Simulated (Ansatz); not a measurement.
# Decaying states in the gap of TeCO

A new crystal, TeCO: structure, gap and complex bands. It is built by putting Te for part of the O in the CO2 structure of space group Cmce, with the volume rescaled by atomic radii. The parent structure comes from the Materials Project.

Method: PBE DFT, plane waves, PAW files, in the first sound run; inputs show where later runs differ, in Ansatz 0.2.0.

The structure was built from a prototype and need not be the compound's stable phase.

### Step 1. The starting structure

Symmetry: Aem2, No. 39, orthorhombic system. The conventional cell has a = 8.000 Å, b = 6.402 Å, c = 5.799 Å, α = 90.00°, β = 90.00°, γ = 90.00°. Nearest to C lie 1 O at 1.42 Å and 1 Te at 1.42 Å. Nearest to O lie 1 C at 1.42 Å. Te has 1 C at 1.42 Å nearest. It derives from CO2. Te for part of the O in the CO2 structure of space group Cmce. Farther neighbours and most contacts between anions are not listed.

### Step 2. Cell and atoms at rest

The substituted atoms don't fit the parent's cell, so cell and atoms relax together. A small smearing keeps the run stable in case the gap closes on the way.

The input, input.yaml:

```yaml
crystal:
  lattice:
    - [3.2011807177, -2.8993498402, 0.0]
    - [3.2011807177, 2.8993498402, 0.0]
    - [0.0, 0.0, 7.9997903822]
  atoms:
    - { symbol: C, position: [0.0, 0.0, 0.0] }
    - { symbol: C, position: [0.5, 0.5, 0.5] }
    - { symbol: O, position: [0.80650857, 0.19349143, 0.89184339] }
    - { symbol: Te, position: [0.19349143, 0.80650857, 0.10815661] }
    - { symbol: Te, position: [0.69349143, 0.30650857, 0.39184339] }
    - { symbol: O, position: [0.30650857, 0.69349143, 0.60815661] }
kpoints:
  mp_grid: { grid: [6, 6, 4] }
scf:
  occupations: { method: gaussian, width: 0.03 }
hamiltonian:
  xc: pbe
output:
  forces: true
  stress: true
relax:
  f_tol: 0.02
  max_steps: 60
  cell: {}
```

Started as:

```sh
ansatz run input.yaml --threads 2 --pin off --max-ram 4096MiB --backend cpu --events-out ev --progress --plain --runs-dir out
```

Numbers of over 12 decimals in the logs are rounded to 6 here.

The program printed:

```text
Engine: ansatz 0.2.0, aarch64-unknown-linux-gnu
Pseudopotentials: kind: paw
Pseudopotential: C, paw, valence charge 4, recommended cutoff 420 eV (normal), C.paw.azcp
Pseudopotential: O, paw, valence charge 6, recommended cutoff 420 eV (normal), O.paw.azcp
Pseudopotential: Te, paw, valence charge 16, recommended cutoff 420 eV (normal), Te.paw.azcp
Functional definition: PBE
  parameter kappa = 0.804
  parameter beta = 0.066725
  exchange = pbe_x(kappa = kappa, mu = beta*pi^2/3)
  correlation = pbe_c(beta = beta)
Crystal: 6 atoms, lattice volume = 148.498 Å³
Basis set: ecut = 420 eV, 2921 PW (Γ), exchange–correlation on 60×60×108 points (8 copies of the dense FFT grid, shifted against one another)
Bands: 32, of which v1, the nominal top of the filled ones, is band 26 counted from 1 (25 counted from 0)
Symmetry: 4 space group operations
Space group: Aem2 (ITA 39), of the structure as read, at distance tolerance 5.3e-5 Å
k-points: 39 of 144 (time reversal used)
Non-local potential: C, projectors of the file, l = 0: 2, l = 1: 2, l = 2: 1
Non-local potential: O, projectors of the file, l = 0: 2, l = 1: 2, l = 2: 1
Non-local potential: Te, projectors of the file, l = 0: 2, l = 1: 2, l = 2: 2, l = 3: 2
PAW form: soft (Blöchl's): semilocal exchange-correlation on the pseudo side does not see the compensation charge
PAW one-centre angular grid: C, 110 points (default); XC on 64 Gauss nodes
PAW one-centre angular grid: O, 110 points (default); XC on 64 Gauss nodes
PAW one-centre angular grid: Te, 590 points (default); XC on 64 Gauss nodes
Initial density: superposition of atomic densities (neutral atoms: chi_scale 0, normalization atom), corrected by the library's trained network
Initial wavefunctions: pseudopotential atomic-orbital guess
Functional: x = pbe(κ = 0.804, μ = 0.219515), c = pbe(β = 0.066725)
SCF iter   1: F=—  HF=-15572.802109 eV  |F-HF|=—  |Δ(HF+E_count)|=         —  Δρ=1.22e-2  dr2=3.33e-1  ethr=1.77e-3  ⟨swp⟩=7.8  Hψ=6201  notcnv=0
preconditioner: auto → Resta (q_TF=auto, 2.291 Å⁻¹)  ε∞=3.4  [insulator: Δε(μ)=2.823 eV  Ē_g=11.019 eV  σ=0.030 eV  W_gap=1.00  n_scr=32 (ndim 8)  ℏωp=17.2 eV  f_vac=0.184  D(μ)=0.00/eV (n_scr^D=0)  ε∞_Penn≈3.4]
SCF iter   2: F=—  HF=-15572.765141 eV  |F-HF|=—  |Δ(HF+E_count)|=   3.70e-2  Δρ=5.29e-3  dr2=3.94e-2  ethr=6.40e-4  ⟨swp⟩=3.3  Hψ=2205  notcnv=0  defer=76
SCF iter   3: F=—  HF=-15572.767605 eV  |F-HF|=—  |Δ(HF+E_count)|=   2.46e-3  Δρ=3.22e-3  dr2=2.04e-2  ethr=7.57e-5  ⟨swp⟩=2.1  Hψ=1778  notcnv=0  defer=76
SCF iter   4: F=—  HF=-15572.767884 eV  |F-HF|=—  |Δ(HF+E_count)|=   2.80e-4  Δρ=1.60e-3  dr2=3.39e-3  ethr=3.93e-5  ⟨swp⟩=2.0  Hψ=1785  notcnv=0  defer=76
SCF iter   5: F=—  HF=-15572.768792 eV  |F-HF|=—  |Δ(HF+E_count)|=   9.08e-4  Δρ=4.02e-4  dr2=2.68e-4  ethr=6.53e-6  ⟨swp⟩=2.8  Hψ=1751  notcnv=0  defer=76
SCF iter   6: F=—  HF=-15572.769011 eV  |F-HF|=—  |Δ(HF+E_count)|=   2.19e-4  Δρ=1.03e-4  dr2=1.92e-5  ethr=5.15e-7  ⟨swp⟩=2.0  Hψ=1599  notcnv=0  defer=76
SCF iter   7: F=—  HF=-15572.769045 eV  |F-HF|=—  |Δ(HF+E_count)|=   3.42e-5  Δρ=1.88e-5  dr2=5.80e-7  ethr=3.69e-8  ⟨swp⟩=2.0  Hψ=1722  notcnv=0  defer=76
SCF iter   8: F=-15572.769046 eV  HF=-15572.769046 eV  |F-HF|=4.80e-8  |Δ(HF+E_count)|=   1.19e-6  Δρ=4.73e-6  dr2=3.46e-8  ethr=1.92e-10  ⟨swp⟩=6.0  Hψ=5111  notcnv=0
SCF 1 converged in 8 iterations: F = -15572.769046 eV  dr2 = 3.46e-8
  greatest PAW one-centre occupation: 1.003 electrons in one spin orbital (limit 2), on the Te atom at site 3 (counted from 0), in its partial waves of l = 2
relax step   1: F+E_penalty+E_count = -15572.76904609 eV  Δ(F+E_penalty+E_count) = +0.000e0 eV  max|allowed force component| = 4.474e1 eV/Å  Δτ_max = 0.0000 Å  P = +41.796 GPa  Ω = 148.498 Å³  (8 SCF iters, dr2 threshold 1.00e-7 eV, accepted)
Crystal: 6 atoms, lattice volume = 155.273 Å³
Basis set: ecut = 420 eV, 3037 PW (Γ), exchange–correlation on 60×60×108 points (8 copies of the dense FFT grid, shifted against one another)
Initial density: handed on by an earlier stage of this run
Initial wavefunctions: those handed on with the density
SCF iter   1: F=—  HF=-15591.794963 eV  |F-HF|=—  |Δ(HF+E_count)|=         —  Δρ=5.19e-2  dr2=6.11e0  ethr=3.10e-3  ⟨swp⟩=8.2  Hψ=5974  notcnv=0
preconditioner: auto → Resta (q_TF=auto, 2.274 Å⁻¹)  ε∞=4.0  [insulator: Δε(μ)=3.134 eV  Ē_g=9.056 eV  σ=0.030 eV  W_gap=1.00  n_scr=36 (ndim 8)  ℏωp=15.8 eV  f_vac=0.176  D(μ)=0.00/eV (n_scr^D=0)  ε∞_Penn≈4.0]
SCF iter   2: F=—  HF=-15590.450271 eV  |F-HF|=—  |Δ(HF+E_count)|=    1.34e0  Δρ=1.94e-2  dr2=4.06e-1  ethr=3.10e-3  ⟨swp⟩=4.0  Hψ=3011  notcnv=0  defer=70
SCF iter   3: F=—  HF=-15590.370572 eV  |F-HF|=—  |Δ(HF+E_count)|=   7.97e-2  Δρ=9.16e-3  dr2=1.01e-1  ethr=7.81e-4  ⟨swp⟩=2.3  Hψ=1745  notcnv=0  defer=70
SCF iter   4: F=—  HF=-15590.358453 eV  |F-HF|=—  |Δ(HF+E_count)|=   1.21e-2  Δρ=3.88e-3  dr2=2.28e-2  ethr=1.94e-4  ⟨swp⟩=2.2  Hψ=1896  notcnv=0  defer=70
SCF iter   5: F=—  HF=-15590.356772 eV  |F-HF|=—  |Δ(HF+E_count)|=   1.68e-3  Δρ=1.66e-3  dr2=5.13e-3  ethr=4.39e-5  ⟨swp⟩=2.0  Hψ=1986  notcnv=0  defer=70
SCF iter   6: F=—  HF=-15590.356864 eV  |F-HF|=—  |Δ(HF+E_count)|=   9.28e-5  Δρ=4.28e-4  dr2=4.72e-4  ethr=9.87e-6  ⟨swp⟩=2.7  Hψ=1889  notcnv=0  defer=70
SCF iter   7: F=—  HF=-15590.357101 eV  |F-HF|=—  |Δ(HF+E_count)|=   2.37e-4  Δρ=1.04e-4  dr2=2.71e-5  ethr=9.07e-7  ⟨swp⟩=2.0  Hψ=1629  notcnv=0  defer=70
SCF iter   8: F=—  HF=-15590.357131 eV  |F-HF|=—  |Δ(HF+E_count)|=   2.93e-5  Δρ=2.00e-5  dr2=8.08e-7  ethr=5.21e-8  ⟨swp⟩=2.0  Hψ=1724  notcnv=0  defer=70
SCF iter   9: F=-15590.357132 eV  HF=-15590.357132 eV  |F-HF|=5.01e-8  |Δ(HF+E_count)|=   1.33e-6  Δρ=4.64e-6  dr2=3.91e-8  ethr=1.15e-9  ⟨swp⟩=5.0  Hψ=4478  notcnv=0
SCF 2 converged in 9 iterations: F = -15590.357132 eV  dr2 = 3.91e-8
  greatest PAW one-centre occupation: 0.998 electrons in one spin orbital (limit 2), on the Te atom at site 3 (counted from 0), in its partial waves of l = 2
relax step   2: F+E_penalty+E_count = -15590.35713207 eV  Δ(F+E_penalty+E_count) = -1.759e1 eV  max|allowed force component| = 1.129e1 eV/Å  Δτ_max = 0.1920 Å  P = +4.172 GPa  Ω = 155.273 Å³  energy of the carried Pulay correction = -1.096e-2 eV  (9 SCF iters, dr2 threshold 6.00e-7 eV, accepted)
Crystal: 6 atoms, lattice volume = 163.572 Å³
Basis set: ecut = 420 eV, 3219 PW (Γ), exchange–correlation on 60×60×108 points (8 copies of the dense FFT grid, shifted against one another)
iter 1 solved again at ethr=1.33e-3 eV; its pass at ethr=3.10e-3 eV (dr2=6.93e-1 eV) is discarded
[...]
relax step  22: F+E_penalty+E_count = -15592.63222246 eV  Δ(F+E_penalty+E_count) = +4.747e-3 eV  max|allowed force component| = 1.253e-2 eV/Å  Δτ_max = 0.0204 Å  P = +0.009 GPa  Ω = 197.721 Å³  energy of the carried Pulay correction = -9.524e-3 eV  (8 SCF iters, dr2 threshold 1.35e-7 eV, accepted)
relax step  23: F+E_penalty+E_count = -15592.63159020 eV  Δ(F+E_penalty+E_count) = +6.323e-4 eV  max|allowed force component| = 4.234e-2 eV/Å  Δτ_max = 0.0204 Å  P = +0.046 GPa  Ω = 198.583 Å³  energy of the carried Pulay correction = -1.110e-2 eV  (8 SCF iters, dr2 threshold 2.21e-8 eV, accepted)
relax step  24: F+E_penalty+E_count = -15592.62945706 eV  Δ(F+E_penalty+E_count) = +2.133e-3 eV  max|allowed force component| = 2.454e-3 eV/Å  Δτ_max = 0.0067 Å  P = +0.001 GPa  Ω = 200.037 Å³  energy of the carried Pulay correction = -1.374e-2 eV  (7 SCF iters, dr2 threshold 1.12e-7 eV, accepted)
relax step  25: F+E_penalty+E_count = -15592.62853014 eV  Δ(F+E_penalty+E_count) = +9.269e-4 eV  max|allowed force component| = 8.363e-3 eV/Å  Δτ_max = 0.0112 Å  P = +0.017 GPa  Ω = 200.564 Å³  energy of the carried Pulay correction = -1.471e-2 eV  (10 SCF iters, accepted)
relax step  26: F+E_penalty+E_count = -15592.64554891 eV  Δ(F+E_penalty+E_count) = -1.702e-2 eV  max|allowed force component| = 7.924e-3 eV/Å  Δτ_max = 0.0000 Å  P = +0.042 GPa  Ω = 200.564 Å³  stress off target by 1.03e-1 GPa  SCF on the basis re-selected at this cell (its energy is not comparable with the rows above)  (8 SCF iters)
relax step  27: F+E_penalty+E_count = -15592.64560860 eV  Δ(F+E_penalty+E_count) = -5.969e-5 eV  max|allowed force component| = 3.322e-3 eV/Å  Δτ_max = 0.0117 Å  P = +0.016 GPa  Ω = 201.505 Å³  energy of the carried Pulay correction = -1.355e-3 eV  (8 SCF iters, dr2 threshold 2.65e-8 eV, accepted)
relax step  28: F+E_penalty+E_count = -15592.64339696 eV  Δ(F+E_penalty+E_count) = +2.212e-3 eV  max|allowed force component| = 3.514e-2 eV/Å  Δτ_max = 0.0051 Å  P = +0.078 GPa  Ω = 203.268 Å³  energy of the carried Pulay correction = -3.805e-3 eV  (8 SCF iters, dr2 threshold 6.93e-9 eV, accepted)
relax step  29: F+E_penalty+E_count = -15592.64317875 eV  Δ(F+E_penalty+E_count) = +2.182e-4 eV  max|allowed force component| = 1.120e-2 eV/Å  Δτ_max = 0.0101 Å  P = -0.026 GPa  Ω = 203.462 Å³  energy of the carried Pulay correction = -4.060e-3 eV  (7 SCF iters, dr2 threshold 7.72e-8 eV, accepted)
relax step  30: F+E_penalty+E_count = -15592.64814837 eV  Δ(F+E_penalty+E_count) = -4.970e-3 eV  max|allowed force component| = 1.125e-2 eV/Å  Δτ_max = 0.0000 Å  P = -0.016 GPa  Ω = 203.462 Å³  stress off target by 6.80e-2 GPa  SCF on the basis re-selected at this cell (its energy is not comparable with the rows above)  (8 SCF iters)
relax step  31: F+E_penalty+E_count = -15592.64796596 eV  Δ(F+E_penalty+E_count) = +1.824e-4 eV  max|allowed force component| = 1.142e-3 eV/Å  Δτ_max = 0.0082 Å  P = +0.007 GPa  Ω = 204.009 Å³  energy of the carried Pulay correction = -7.920e-4 eV  (8 SCF iters, dr2 threshold 1.16e-8 eV, accepted)
iter 1 solved again at ethr=2.43e-6 eV; its pass at ethr=3.10e-3 eV (dr2=1.26e-3 eV) is discarded
SCF iter   1: F=—  HF=-15592.648191 eV  |F-HF|=—  |Δ(HF+E_count)|=         —  Δρ=6.85e-5  dr2=5.17e-7  ethr=2.43e-6  ⟨swp⟩=3.0  Hψ=8769  notcnv=0
eigensolver tolerance schedule: the retry pair's looser diagonalisation over-reported the residual by 2441.25 of it (diagonalisation noise at an unbounded share of the residual, at the tolerance the schedule requests for it); recorded, not acted on — ethr = c·dr2/N_el stays at c = 1.0e-1
preconditioner: auto → Resta (q_TF=auto, 2.172 Å⁻¹)  ε∞=3.3  [insulator: Δε(μ)=2.821 eV  Ē_g=9.009 eV  σ=0.030 eV  W_gap=1.00  n_scr=38 (ndim 8)  ℏωp=13.8 eV  f_vac=0.278  D(μ)=0.00/eV (n_scr^D=0)  ε∞_Penn≈3.3]
SCF iter   2: F=—  HF=-15592.648769 eV  |F-HF|=—  |Δ(HF+E_count)|=   5.78e-4  Δρ=3.57e-5  dr2=1.75e-7  ethr=9.94e-10  ⟨swp⟩=3.7  Hψ=2813  notcnv=0
SCF iter   3: F=—  HF=-15592.648925 eV  |F-HF|=—  |Δ(HF+E_count)|=   1.56e-4  Δρ=1.46e-5  dr2=4.82e-8  ethr=3.37e-10  ⟨swp⟩=2.0  Hψ=1872  notcnv=0
SCF iter   4: F=—  HF=-15592.648955 eV  |F-HF|=—  |Δ(HF+E_count)|=   2.95e-5  Δρ=4.39e-6  dr2=2.87e-8  ethr=9.27e-11  ⟨swp⟩=2.0  Hψ=1872  notcnv=0
SCF iter   5: F=—  HF=-15592.648956 eV  |F-HF|=—  |Δ(HF+E_count)|=   1.06e-6  Δρ=7.49e-7  dr2=1.04e-9  ethr=5.51e-11  ⟨swp⟩=2.0  Hψ=1871  notcnv=0
SCF iter   6: F=—  HF=-15592.648956 eV  |F-HF|=—  |Δ(HF+E_count)|=  2.80e-10  Δρ=3.16e-7  dr2=1.82e-10  ethr=2.01e-12  ⟨swp⟩=3.0  Hψ=2373  notcnv=0
SCF iter   7: F=-15592.648956 eV  HF=-15592.648956 eV  |F-HF|=4.73e-11  |Δ(HF+E_count)|=  2.62e-10  Δρ=6.52e-8  dr2=1.19e-11  ethr=1.00e-12  ⟨swp⟩=5.0  Hψ=4516  notcnv=0
SCF 32 converged in 7 iterations: F = -15592.648956 eV  dr2 = 1.19e-11
relax step  32: F+E_penalty+E_count = -15592.64895582 eV  Δ(F+E_penalty+E_count) = -9.899e-4 eV  max|allowed force component| = 1.340e-3 eV/Å  Δτ_max = 0.0000 Å  P = +0.009 GPa  Ω = 204.009 Å³  stress off target by 4.54e-2 GPa  SCF on the basis re-selected at this cell (its energy is not comparable with the rows above)  (7 SCF iters)
basis re-selected at this cell: Δ(F+E_penalty+E_count) = -9.899e-4 eV, ΔP = +0.002 GPa vs the last step (what re-selecting the basis moved, of the pressure what is left beyond the Pulay correction that the steps carried, after the strain that the cell walked since its last selection, with what the two solves' SCF thresholds leave and, on support functions, any second-order correction that the steps lacked; it is no m [...]
SCF converged after 7 iterations
Free energy (F): -15592.648956 eV
Harris-Foulkes:  -15592.648956 eV  (|F-HF|=4.73e-11)
Internal energy: -15592.648956 eV  (E = F + TS)
E sigma→0 (E₀):  -15592.648956 eV
Fermi energy:    1.897968 eV
--- Per-component energies (eV) ---
  E_band       = -927.231534
  E_kinetic    = 873.488238
  E_local      = -5490.514693  (includes V_loc(G=0)·N_el)
  E_nonlocal   = -466.812421
  E_hartree    = 2751.562065
  E_xc         = -482.467099
  E_vxc        = -501.905987  (∫ρ·V_xc dr)
  E_paw        = -9839.118082  (= ΣΔE_a)
  E_vpaw       = -844.615271  (= ΣTr[D̂ρ^β])
  E_aug_tail   = 0.004485  (compensation charges beyond the density's cutoff)
  E_ewald      = -2938.791448
  E_smearing   = -0.000000  (= −TS)
  E_closure    = -0.000000  (closes the sum)
  Σ components = -15592.648956   (vs F -15592.648956, Δ=0.00e0)
--- Forces (eV/Å), atoms counted from 1 ---
  atom   1  C     -0.00000000     0.00035738    -0.00056235
  atom   2  C     -0.00000000     0.00035738     0.00056235
  atom   3  O      0.00000000    -0.00049474     0.00133988
  atom   4  Te     0.00000000     0.00013670    -0.00049967
  atom   5  Te     0.00000000     0.00013670     0.00049967
  atom   6  O      0.00000000    -0.00049474    -0.00133988
  max |Σ_I F_I| component: 1.30e-6 eV/Å
--- Stress (GPa, compression-positive) ---
        0.045369       0.000000       0.000000
        0.000000      -0.023296      -0.000000
        0.000000      -0.000000       0.003844
  P = ⅓ Tr σ = 0.0086 GPa (0.086 kbar)
--- Relaxed structure (27 steps of the walk, 25 accepted, 5 SCFs on fresh bases) ---
  F+E_penalty+E_count = -15592.64895582 eV   max|allowed force component| = 1.340e-3 eV/Å   (the final SCF, on the basis selected at the relaxed cell)
  cell:  # Å, volume = 204.0090 Å³
    - [3.835936, -2.924714, 0]
    - [3.835936, 2.924714, 0]
    - [0, 0, 9.092109]
  atoms:
    - { symbol: C, position: [-0.031090, 0.031090, -0.045688] }
    - { symbol: C, position: [0.468910, 0.531090, 0.545688] }
    - { symbol: O, position: [0.836160, 0.163840, 0.859397] }
    - { symbol: Te, position: [0.194930, 0.805070, 0.113180] }
    - { symbol: Te, position: [0.694930, 0.305070, 0.386820] }
    - { symbol: O, position: [0.336160, 0.663840, 0.640603] }
```

Elapsed: 5.1 min, on 2 threads of Arm Neoverse V1, shared host; peak memory 0.53 GiB; 10 min of CPU time.

The steps of the relaxation (22 of 32):

```tsv
step	energy less that of the first step (eV)	largest force component (eV/Å)	pressure (GPa)	volume (Å³)
1	0.0000	44.7443	41.80	148.50
2	-17.5881	11.2920	4.17	155.27
4	-19.5628	0.2379	0.61	172.30
5	-19.6246	0.2157	0.20	176.46
7	-19.7183	0.3829	-0.29	173.11
8	-19.7317	0.2712	-0.27	173.52
10	-19.7418	0.1340	-0.15	172.40
11	-19.7491	0.0303	-0.06	170.63
13	-19.7515	0.0154	-0.02	169.83
14*	-19.8212	0.0209	0.52	169.83
16	-19.7870	0.7498	-0.17	190.91
17	-19.8216	0.1202	0.32	187.24
19	-19.8137	0.0359	0.01	191.12
20	-19.8137	0.0074	0.00	191.14
22	-19.8632	0.0125	0.01	197.72
23	-19.8625	0.0423	0.05	198.58
25	-19.8595	0.0084	0.02	200.56
26*	-19.8765	0.0079	0.04	200.56
28	-19.8744	0.0351	0.08	203.27
29	-19.8741	0.0112	-0.03	203.46
31	-19.8789	0.0011	0.01	204.01
32*	-19.8799	0.0013	0.01	204.01
```

Relaxation steps marked * repeat the geometry before them on a plane-wave basis chosen anew for their cell, so energy and pressure can jump there. Other such steps can lie between the rows shown. Relaxation steps 9, 16 were tried and not accepted.

Forces are held to the 4 operations that the run works with; a distortion that breaks them can't arise in this run.

```tsv
cell as run	before	after	change
a (Å)	4.319	4.824	+11.7 %
b (Å)	4.319	4.824	+11.7 %
c (Å)	8.000	9.092	+13.7 %
γ (°)	84.34	74.65	-11.5 %
volume (Å³/atom)	24.75	34.00	+37.4 %
```

The atoms that moved most (Å, as changes of fractional coordinates times the final cell):

```tsv
atom	dx	dy	dz	length
C2	0.000	0.182	0.415	0.453
C1	0.000	0.182	-0.415	0.453
O6	0.000	-0.173	0.295	0.342
O3	0.000	-0.173	-0.295	0.342
Te5	0.000	-0.008	-0.046	0.046
Te4	0.000	-0.008	0.046	0.046
```

Final coordinates:

```xyz
6
Lattice="3.8359 -2.9247 0.0000 3.8359 2.9247 0.0000 0.0000 0.0000 9.0921" Properties=species:S:1:pos:R:3 pbc="T T T"
C     0.0000    0.1819   -0.4154
C     3.8359    0.1819    4.9615
O     3.8359   -1.9663    7.8137
Te    3.8359    1.7845    1.0290
Te    3.8359   -1.1402    3.5170
O     3.8359    0.9584    5.8244
```

Numbers from this step:

```
free energy  : -15592.6490 eV
Fermi energy : 1.898 eV
pressure     : 0.008639 GPa
```

The largest force component on a free atom ends at 0.0013 eV/Å.

### Step 3. Band edges

The energy window and the wavevectors of the next steps follow from the band edges, so these are searched first, off the mesh as well.

The input, input.yaml:

```yaml
crystal:
  lattice:
    - [3.8359359477, -2.924714169, 0.0]
    - [3.8359359477, 2.924714169, 0.0]
    - [0.0, 0.0, 9.0921089395]
  atoms:
    - { symbol: C, position: [-0.031090283, 0.031090283, -0.045688215] }
    - { symbol: C, position: [0.468909717, 0.531090283, 0.545688215] }
    - { symbol: O, position: [0.8361598162, 0.1638401838, 0.8593974432] }
    - { symbol: Te, position: [0.1949304668, 0.8050695332, 0.113180036] }
    - { symbol: Te, position: [0.6949304668, 0.3050695332, 0.386819964] }
    - { symbol: O, position: [0.3361598162, 0.6638401838, 0.6406025568] }
kpoints:
  mp_grid: { grid: [6, 6, 4] }
  band_path: { path: [VBM, CBM], npoints: 30 }
scf:
  occupations: { method: fixed }
hamiltonian:
  xc: pbe
output:
  eigenvalues: true
  write_potential: true
  write_density: true
  volumetric_format: npy
```

The program printed:

```text
[...]
Crystal: 6 atoms, lattice volume = 204.009 Å³
Basis set: ecut = 420 eV, 3959 PW (Γ)
Bands: 32, of which v1, the nominal top of the filled ones, is band 26 counted from 1 (25 counted from 0)
Symmetry: 4 space group operations
[...]
k-points: 39 of 144 (time reversal used)
[...]
SCF iter   1: F=—  HF=-15592.721451 eV  |F-HF|=—  |Δ(HF+E_count)|=         —  Δρ=7.02e-3  dr2=4.79e-1  ethr=1.77e-3  ⟨swp⟩=5.0  Hψ=4930  notcnv=0  defer=83
[...]
SCF iter   9: F=-15592.649033 eV  HF=-15592.649033 eV  |F-HF|=6.89e-9  |Δ(HF+E_count)|=   5.84e-8  Δρ=1.94e-6  dr2=1.03e-8  ethr=1.92e-10  ⟨swp⟩=10.1  Hψ=4822  notcnv=0
SCF 1 converged in 9 iterations: F = -15592.649033 eV  dr2 = 1.03e-8
[...]
NSCF: frozen V_eff on 52 k-points
[...]
SCF converged after 9 iterations
Free energy (F): -15592.649033 eV
[...]
Internal energy: -15592.649033 eV  (E = F + TS)
E sigma→0 (E₀):  -15592.649033 eV
Fermi energy:    0.487242 eV
[...]
--- Band table (eV; the first three rows and the last of 39) ---
  k-point 0: bands = [... 22 lower, -0.1341, 0.0958, 0.3144, 0.4872, 3.3843, 3.6709, 4.0063, 4.2105, ... 2 higher]
  k-point 1: bands = [... 22 lower, -0.1167, 0.0488, 0.3279, 0.4715, 3.4424, 3.6954, 3.9817, 4.1627, ... 2 higher]
  k-point 2: bands = [... 22 lower, -0.0677, -0.0295, 0.3452, 0.4520, 3.5050, 3.7250, 3.9519, 4.1178, ... 2 higher]
  k-point 38: bands = [... 22 lower, -0.8915, -0.3624, -0.0929, 0.0734, 3.5099, 3.7176, 4.2602, 4.4064, ... 2 higher]
```

The job ended after 34 s (2 threads; peak memory 0.5 GiB; 67 s of CPU time).

The column dr2 measures how far the density is from self-consistency, as an energy; F and HF (Harris–Foulkes) agree once it is small.

This step gave:

```
Fermi energy        : 0.4872 eV
gap on the k-mesh   : 2.821 eV
gap on path         : 2.821 eV, by band count; negative where bands overlap
direct gap on path  : 2.897 eV
edge places on path : 0, 0.8190 1/A along the path
```

The electronic bands at the labelled points (eV, zero at the Fermi level (highest filled level under fixed occupations); v1 is the highest filled band, c1 the lowest empty one):

```tsv
point	v4	v3	v2	v1	c1	c2	c3	c4
VBM	-0.62	-0.39	-0.17	0.00	2.90	3.18	3.52	3.72
halfway	-0.82	-0.79	-0.38	-0.27	2.92	3.32	3.51	3.83
CBM	-1.37	-0.91	-0.45	-0.43	2.82	3.26	3.87	3.91
```

The searched edges give 2.82 eV, as on the mesh.

(Part 1 of 3 ends here.)

[Logs are printed without paths, hosts, clocks, repeated set-up lines and the standing remarks that a program may print on its own settings, such as how far it seeks lower states.]

[Hosts, paths, dates, database ids (printed as entryN), source tags and the programs' standing remarks are cut or masked in the printed files.]

[New means built here by substitution; the compound itself may be known and measured.]
